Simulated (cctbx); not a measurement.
# Diagnosing a refinement

Cell a = 3.7320 Å, b = 3.7320 Å, c = 9.8420 Å, α = 90.00°, β = 90.00°, γ = 90.00°; space group I4/mmm (no. 139). The compound is LaCo2N2.

Simulated single-crystal data (cctbx): Ga Kα, λ = 1.3414 Å, to d = 0.83 Å, 95 % of the full sphere, strongest reflection 5000 counts, noise from counting, a 4 % proportional error and a noise floor of 4 counts (s.d.); no absorption.

An isotropic refinement with weights 1/σ² prints:

```text
Rint 0.038, 54 unique reflections to 0.83 A
cycle     R1     wR2    GooF  max shift (A)
   1  0.1491  0.3610  17.773   0.40033
   7  0.0064  0.0149   0.734   0.00000
final R1 0.0064 wR2 0.0149 GooF 0.734  parameters 4  data/parameter 13.5
atom        x        y        z      Ueq    occ   su(xyz)  su(Uiso or U11)
La1    0.00000  0.00000  0.00000   0.0054  1.000  0.00000  0.0001
Co1    0.50000  0.00000  0.25000   0.0075  1.000  0.00000  0.0002
N1     0.50000  0.50000  0.12463   0.0132  1.000  0.00042  0.0008
difference map: max 0.34 min -0.35 rms 0.10
Q1    0.0000  0.5000  0.0843    8    0.34  1.63 A from Co1
Q2    0.0000  0.0000  0.5000    2    0.33  1.23 A from N1
Q3    0.0000  0.1917  0.2065   16    0.23  1.23 A from Co1
Q4    0.1080  0.1080  0.0000    8    0.20  0.57 A from La1
Q5    0.1841  0.1841  0.2993   16    0.16  1.23 A from N1
Q6    0.0000  0.0000  0.3100    4    0.14  0.64 A from N1
```

Q: Accept it or mend it, and why?

It can stand. The set-up had a fault (start far from the minimum), but the refinement still reached the right minimum: R1 = 0.0064, wR2 = 0.0149, GooF = 0.73 against R1 = 0.0064, wR2 = 0.0149, GooF = 0.73 for the right model.

The compound is LaCo2N2. The right model at the same level gives:

```text
Rint 0.038, 54 unique reflections to 0.83 A
cycle     R1     wR2    GooF  max shift (A)
   1  0.1018  0.2208  10.872   0.01937
   2  0.0064  0.0149   0.734   0.00000
final R1 0.0064 wR2 0.0149 GooF 0.734  parameters 4  data/parameter 13.5
atom        x        y        z      Ueq    occ   su(xyz)  su(Uiso or U11)
La1    0.00000  0.00000  0.00000   0.0054  1.000  0.00000  0.0001
Co1    0.50000  0.00000  0.25000   0.0075  1.000  0.00000  0.0002
N1     0.50000  0.50000  0.12463   0.0132  1.000  0.00042  0.0008
difference map: max 0.34 min -0.35 rms 0.10
Q1    0.0000  0.5000  0.0843    8    0.34  1.63 A from Co1
Q2    0.0000  0.0000  0.5000    2    0.33  1.23 A from N1
Q3    0.0000  0.1917  0.2065   16    0.23  1.23 A from Co1
Q4    0.1080  0.1080  0.0000    8    0.20  0.57 A from La1
Q5    0.1841  0.1841  0.2993   16    0.16  1.23 A from N1
Q6    0.0000  0.0000  0.3100    4    0.14  0.64 A from N1
```

Isotropic U is held between 0.0001 and 1 Å² by the program, and listed peak heights are interpolated, so they can pass the grid's maximum.

The model was made for the exercise: a known structure type with other elements put in, its volume estimated, not relaxed; displacement parameters are assumed.

[Middle refinement cycles are left out of these outputs.]

[Logs are printed without paths, hosts, clocks, repeated set-up lines and the standing remarks that a program may print on its own settings, such as how far it seeks lower states.]
